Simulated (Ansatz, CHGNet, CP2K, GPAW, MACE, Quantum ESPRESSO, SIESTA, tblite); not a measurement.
## Running twisted Ti2CO2 MXene bilayer, 21.79° (70 atoms) with GPAW

Aim: run twisted Ti2CO2 MXene bilayer, 21.79° (70 atoms) in GPAW and see how near its forces come to a plane-wave reference, and at what cost.

Calculated with GPAW 26.7.0; the method is named at each step.

## 1. Set-up

The cell holds 70 atoms: 14 C, 28 Ti and 28 O. Its edges and angles: a = 8.017 Å, b = 8.017 Å, c = 23.860 Å, α = 90.0°, β = 90.0°, γ = 120.0°. It derives from Ti2CO2 (Ti2CO2 MXene). Ti2CO2 MXene (a = 3.03 Å) under Ti2CO2 MXene (a = 3.03 Å), bilayer, commensurate cell of 7 unit cells a layer, twist 21.79 deg; facing planes 2.98 Å apart; 12 Å of vacuum; layers as built, displaced by a Gaussian of 0.01 Å. Then every atom was moved at random, 0.03 Å r.m.s. a Cartesian component. Regions: layer 1, 35 atoms (7 C, 14 Ti and 14 O); layer 2, 35 atoms (7 C, 14 Ti and 14 O). Vacuum lies along c.

The yardstick, on the same geometry:

| Quantity | Value |
| --- | --- |
| method | Kohn-Sham DFT, PBE, SSSP efficiency 1.3.0 pseudopotentials, plane waves (Quantum ESPRESSO 7.5); sssp-pbe-1.3.0-efficiency, cutoffs 60/480 Ry, Γ point |
| r.m.s. force component | 0.5 eV/Å |
| longest force | 1.983 eV/Å |
| gap (highest filled to lowest empty level) | 0.4847 eV |
| time | 9.5 min on 4 MPI ranks of Arm Neoverse V1, shared host |
| CPU time | 38 min |

## 2. PBE, LCAO szp(dzp), h 0.18 Å

Method: Kohn-Sham DFT, PBE, PAW, atomic orbitals (szp(dzp)).

Input file run.py:

```python
import numpy as np
from ase.io import read
from gpaw import GPAW, FermiDirac

atoms = read("structure.xyz")
atoms.calc = GPAW(
    mode="lcao",
    basis="szp(dzp)",
    h=0.18,
    xc="PBE",
    kpts={"size": (1, 1, 1), "gamma": True},
    occupations=FermiDirac(0.05),
    maxiter=200,
    symmetry={"point_group": False},
    txt="gpaw.txt",
)
energy = atoms.get_potential_energy(force_consistent=True)
forces = atoms.get_forces()
print(f"energy {energy:.6f} eV")
print("forces (eV/A)")
for i, (a, f) in enumerate(zip(atoms, forces)):
    print(f"{i:4d} {a.symbol:2s} {f[0]:10.5f} {f[1]:10.5f} {f[2]:10.5f}")
print(f"Fermi level {atoms.calc.get_fermi_level():.4f} eV")
for k in range(len(atoms.calc.get_ibz_k_points())):
    for s in range(atoms.calc.get_number_of_spins()):
        e = atoms.calc.get_eigenvalues(kpt=k, spin=s)
        n = np.searchsorted(e, atoms.calc.get_fermi_level())
        print(f"k {k} spin {s} levels about the Fermi level:", np.round(e[max(n - 6, 0):n], 4).tolist(), "|", np.round(e[n:n + 6], 4).tolist())
```

Input file structure.xyz:

```xyz
70
Lattice="8.01660 0.00000 0.00000 -4.00830 6.94258 0.00000 0.00000 0.00000 23.86000" Properties=species:S:1:pos:R:3 pbc="T T T"
C 3.98950 6.93237 8.24625
Ti 0.57034 1.67129 9.53374
Ti 1.77047 0.33699 6.91248
O 1.73062 0.31533 10.41441
O 0.55599 1.71155 5.97788
C -0.59295 2.99454 8.24053
Ti 0.01924 4.62390 9.54424
Ti 1.12798 3.31765 6.90127
O 1.15299 3.34514 10.43493
O -0.02854 4.67749 5.98886
C -1.16253 5.96430 8.25962
Ti 3.46558 0.65857 9.54567
Ti 0.56709 6.26443 6.93252
O 0.64061 6.26443 10.40034
O 3.40714 0.64441 6.03682
C 2.25968 1.97718 8.16680
Ti 2.80192 3.58994 9.60842
Ti 4.02245 2.31542 6.90318
O 4.04722 2.35749 10.42658
O 2.84702 3.63972 6.02012
C 1.70866 4.93104 8.24792
Ti 2.28425 6.57018 9.53493
Ti 3.39050 5.32531 6.88385
O 3.40605 5.24436 10.41250
O 2.29215 6.59885 5.94472
C 5.14133 0.94343 8.18517
Ti 5.72878 2.65519 9.49771
Ti 6.86714 1.38373 6.93252
O 6.88907 1.28452 10.47764
O 5.69479 2.66408 5.99817
C 4.60349 3.89305 8.14700
Ti -2.84569 5.62411 9.48411
Ti -1.73062 4.28316 6.89363
O -1.71495 4.34307 10.43350
O -2.86702 5.65661 5.98361
C -1.65916 4.96290 15.66767
Ti -0.56898 6.27630 16.91292
Ti -0.01479 4.59536 14.29047
O 0.00906 4.65139 17.84895
O -0.60525 6.24777 13.37949
C 3.97499 6.90710 15.63951
Ti 1.15098 1.35096 16.98498
Ti -2.28160 6.64238 14.24800
O -2.32093 6.59760 17.86446
O 1.19744 1.32117 13.45776
C 0.57026 2.94678 15.61542
Ti 1.72525 4.29343 16.95706
Ti 2.31074 2.63547 14.30526
O 2.29363 2.66262 17.87186
O 1.71194 4.28413 13.40383
C 1.07871 5.96243 15.64047
Ti 6.25704 0.30242 16.96995
Ti 2.88517 5.56698 14.36372
O 2.81487 5.63335 17.84776
O 6.25772 0.31221 13.42268
C 2.84329 0.94037 15.60539
[... 10 atom lines left out ...]
Ti -1.15956 3.29294 16.98212
Ti -0.53475 1.63060 14.34225
O -0.56188 1.61262 17.85324
O -1.15106 3.34084 13.43413
```

Launch:

```bash
$ OMP_NUM_THREADS=1 python run.py > output.txt
```

The log of the run:

```text
energy -568.051413 eV
forces (eV/A)
   0 C    -0.20034    0.10711   -0.55752
   1 Ti   -0.38130   -1.12487   -0.71508
   2 Ti   -0.68694    0.31201    0.36299
   3 O    -0.16695    0.18898    0.88272
   4 O    -0.24444   -0.53208   -0.23698
   5 C     0.02981   -0.47511   -0.32675
   6 Ti   -0.61305    0.56314   -1.03971
   7 Ti    0.77984    0.01772    0.15002
   8 O    -0.41162   -0.72206    1.63426
   9 O     0.06722   -0.61957   -0.53235
  10 C     0.05394   -0.13781   -0.56858
  11 Ti   -0.03798    0.08288   -0.85204
  12 Ti    0.59986    0.62690    0.35073
  13 O    -1.21446    0.20614    1.61579
  14 O     0.29111   -0.36803   -1.45321
  15 C    -0.07751   -0.00419    1.19113
  16 Ti    1.32790    0.68107   -1.52899
  17 Ti   -0.21782    0.74818    0.88678
  18 O    -0.45716   -0.68757    0.78076
  19 O    -0.33063   -0.02487   -0.96677
  20 C    -0.20276   -0.06764   -0.61981
  21 Ti    1.25991    0.85418   -0.59194
  22 Ti    0.70754    0.23942    0.29676
  23 O     0.22154   -0.06391    0.72949
[...]
62 Ti    0.59557   -0.96132    0.21168
  63 O    -0.36824   -0.43978    0.77735
  64 O    -0.67336   -0.83479   -0.98436
  65 C    -0.25633    0.01475    0.42896
  66 Ti    0.50674    0.37714   -0.62632
  67 Ti   -0.65803    0.04862    0.67183
  68 O    -0.52489    0.26775    0.81429
  69 O    -0.45238   -0.56937   -0.80887
Fermi level 2.2465 eV
k 0 spin 0 levels about the Fermi level: [0.9186, 1.1794, 2.0253, 2.0422, 2.0447, 2.1054] | [2.3956, 2.4345, 2.4489, 2.4778, 2.588, 2.597]
```

gpaw.txt:

```text
Input parameters:
  mode=LCAO(),
  basis={'default': 'szp(dzp)'},
  h=0.18,
  kpts=MonkhorstPack(size=(1, 1, 1), gamma=True),
  maxiter=200,
  occupations=Occupations(name='fermi-dirac', width=0.05, fixmagmom=False),
  symmetry=Symmetry(point_group=False),
  xc=XC(name='PBE')
Unit cell  # Å
| periodic |         x |        y |         z |   lengths |     angles |
|----------|-----------|----------|-----------|-----------|------------|
|      yes |  8.016600 | 0.000000 |  0.000000 |  8.016600 |  90.000000 |
|      yes | -4.008300 | 6.942580 |  0.000000 |  8.016601 |  90.000000 |
|      yes |  0.000000 | 0.000000 | 23.860000 | 23.860000 | 119.999997 |
Number of symmetries: 1
Symmetry operations  # r_c * U_cc + t_c -> r_c
|   | kind |            matrix            |
|---|------|------------------------------|
| 0 |  E   |  1, 0, 0,  0, 1, 0,  0, 0, 1 |
BZ-sampling:
  Number of BZ points: 1
  Number of IBZ points: 1
  Monkhorst-Pack size: [1, 1, 1]
[... lines left out ...]
  Fermi-Dirac:
[... lines left out ...]
xc functional:
  name: PBE with 2 nearest neighbor stencil
interpolation: tri-quintic # 5. degree polynomial
Initialization done in: 11.818 s
convergence criteria:
- Maximum [total energy] change in last 3 cyles: 0.0005 eV / valence electron
- Maximum integral of absolute [dens]ity change: 0.0001 electrons / valence electron
- Maximum integral of absolute [eigenst]ate change: 4e-08 eV^2 / valence electron
maximum number of iterations: 200
SCF iterations
|iter     |      energy | eigst |  dens |
|---------|-------------|-------|-------|
|iter:   1| -652.845196 |      c|       |
|iter:   2| -623.381542 |      c| -0.83 |
|iter:   3| -573.170914 |      c| -0.90 |
|iter:   4| -581.584103 |      c| -1.31 |
[...]
|iter:   9| -568.034851 |      c| -2.07 |
|iter:  10| -568.034156 |      c| -2.32 |
|iter:  11| -568.008900c|      c| -2.55 |
|iter:  12| -568.008208c|      c| -2.85 |
|iter:  13| -568.006411c|      c| -3.13 |
|iter:  14| -568.004408c|      c| -3.44 |
|iter:  15| -568.004925c|      c| -3.48 |
|iter:  16| -568.004852c|      c| -3.84 |
|iter:  17| -568.005013c|      c| -4.24c|
Converged in 17 steps
SCF loop duration: 356.401 s (20.965 s/step)
Energy contributions relative to reference atoms: (reference = -721803.057935)
Energy contributions:
  Kinetic:         571.512523
  Coulomb:        -632.419910
  Zero:             14.692381
  External:          0.000000
  Xc:             -521.743607
  Entropy:          -0.092800
  Spinorbit:         0.000000
  ----------------------------
  Free energy:    -568.051413
  Extrapolated:   -568.005013
dipole moment: (23.044014, 22.775689, 0.151379)  # |e|*Ang
Fermi level: 2.247
Eigenvalues  # (at kpt = [0.000, 0.000, 0.000])
| band index |      eig [eV] | occ [0-2] |
|------------|---------------|-----------|
|          0 |       -56.000 |     2.000 |
|        ... |               |           |
|        272 |         0.050 |     2.000 |
|        273 |         0.106 |     2.000 |
[...]
|        287 |         2.633 |     0.001 |
|        ... |               |           |
|        339 |         4.295 |     0.000 |
Gap: 0.290 eV
Transition (v -> c):
  (s=0, k=0, n=279, [0.00, 0.00, 0.00]) -> (s=0, k=0, n=280, [0.00, 0.00, 0.00])
No difference between direct/indirect transitions
Force computation time: 52.848  # s
timing:  # [seconds]
  Total:  421.104  # ━━━━━━━━━━━━━━━━━━━━━━━━━━━━━━━━━━━━━━━━━━━━━━━━━━━━━━━━
  Init:    11.817  # ━╸
  SCF:    356.401  # ━━━━━━━━━━━━━━━━━━━━━━━━━━━━━━━━━━━━━━━━━━━━━━━╸
  Forces:  52.848  # ━━━━━━━
```

Wall time 7 min (1 thread of Arm Neoverse V1, shared host); peak memory 1.7 GiB.

Banners, paths, timers and routine set-up lines are dropped from the logs unmarked, and long logs keep their key lines alone; longer cuts are marked.

Compared with the plane-wave run:

```
r.m.s. force component                           : 0.6266 eV/Å
r.m.s. difference of force components            : 210.5 meV/Å
longest difference of force vectors              : 615.3 meV/Å
force difference over r.m.s. force               : 42.09 %
slope of forces against the reference's          : 1.197
correlation of force components                  : 0.9549
gap (highest filled to lowest empty level) : 0.2902 eV
gap difference                                   : -0.1945 eV
```

This is a coarse setting, run to see what it loses.

Length of the force difference by element (eV/Å):

```
element  atoms  mean  most
      C     14  0.19  0.32
      O     28  0.50  0.62
     Ti     28  0.24  0.36
```

Levels nearest the highest filled one (eV from it): -1.19, -0.93, -0.08, -0.06, -0.06, 0.00, 0.29, 0.33, 0.34, 0.37, 0.48, 0.49.

The surroundings of Ti17, which bears the longest force, nearest first, numbered as they follow in the input and with coordinates relative to it.

```
atom      x      y      z  distance (Å)  bonds     Fx     Fy  Fz (eV/Å)
Ti17   0.00   0.00   0.00          0.00      6   1.33   0.68      -1.53
  O9  -1.65  -0.24   0.83          1.86      3  -0.41  -0.72       1.63
 O19   1.25  -1.23   0.82          1.93      3  -0.46  -0.69       0.78
 O24   0.60   1.65   0.80          1.94      3   0.22  -0.06       0.73
 C21  -1.09   1.34  -1.36          2.20      6  -0.20  -0.07      -0.62
 C16  -0.54  -1.61  -1.44          2.23      6  -0.08   0.00       1.19
 C31   1.80   0.30  -1.46          2.34      6  -0.18   0.46       0.92
 Ti2  -2.23  -1.92  -0.07          2.94      6  -0.38  -1.12      -0.72
 Ti7  -2.78   1.03  -0.06          2.97      6  -0.61   0.56      -1.04
```

Atoms are counted from 1 here, from 0 in the log.

Forces lie 42 % from the reference's, at 0.19 times its CPU time (on 1 against 4 cores).

Further runs of this program without a result: GPAW PBE, LCAO dzp, h 0.18 Å (cut off at its time limit); GPAW RPBE, LCAO dzp, h 0.18 Å (cut off at its time limit); GPAW PBE, LCAO dzp, h 0.16 Å (cut off at its time limit).

## 3. Summary of results

```json
{
 "force difference from the reference": "GPAW PBE, LCAO szp(dzp), h 0.18 Å (coarse), 42 %",
 "its CPU time": "7 min"
}
```

**Reading.** Runs with settings chosen to be coarse differ by 42 % (GPAW PBE, LCAO szp(dzp), h 0.18 Å), their programs' other errors included. One electronic-structure run takes under half the reference's CPU time: GPAW PBE, LCAO szp(dzp), h 0.18 Å, at 42 % in 7 min against 38 min. At the same functional, the gap of GPAW PBE, LCAO szp(dzp), h 0.18 Å lies 0.19 eV below the reference's 0.485 eV. These are spacings on the run's k-points, which needn't hold the band edges. The reference's PBE has no dispersion term, which matters for the binding between molecules or layers. The runs have no spin polarisation, so any moments at edges, vacancies or dangling bonds can't form. The electronic-structure runs sample only Γ, in a cell whose shortest periodic width is 7 Å.

[Also dropped from logs without a mark: logging warnings of Python, and SIESTA's first energy breakdown and zero terms.]

[Logs are printed without paths, hosts, clocks, repeated set-up lines and the standing remarks that a program may print on its own settings, such as how far it seeks lower states.]

[Hosts, paths, dates, database ids (printed as entryN), source tags and the programs' standing remarks are cut or masked in the printed files.]
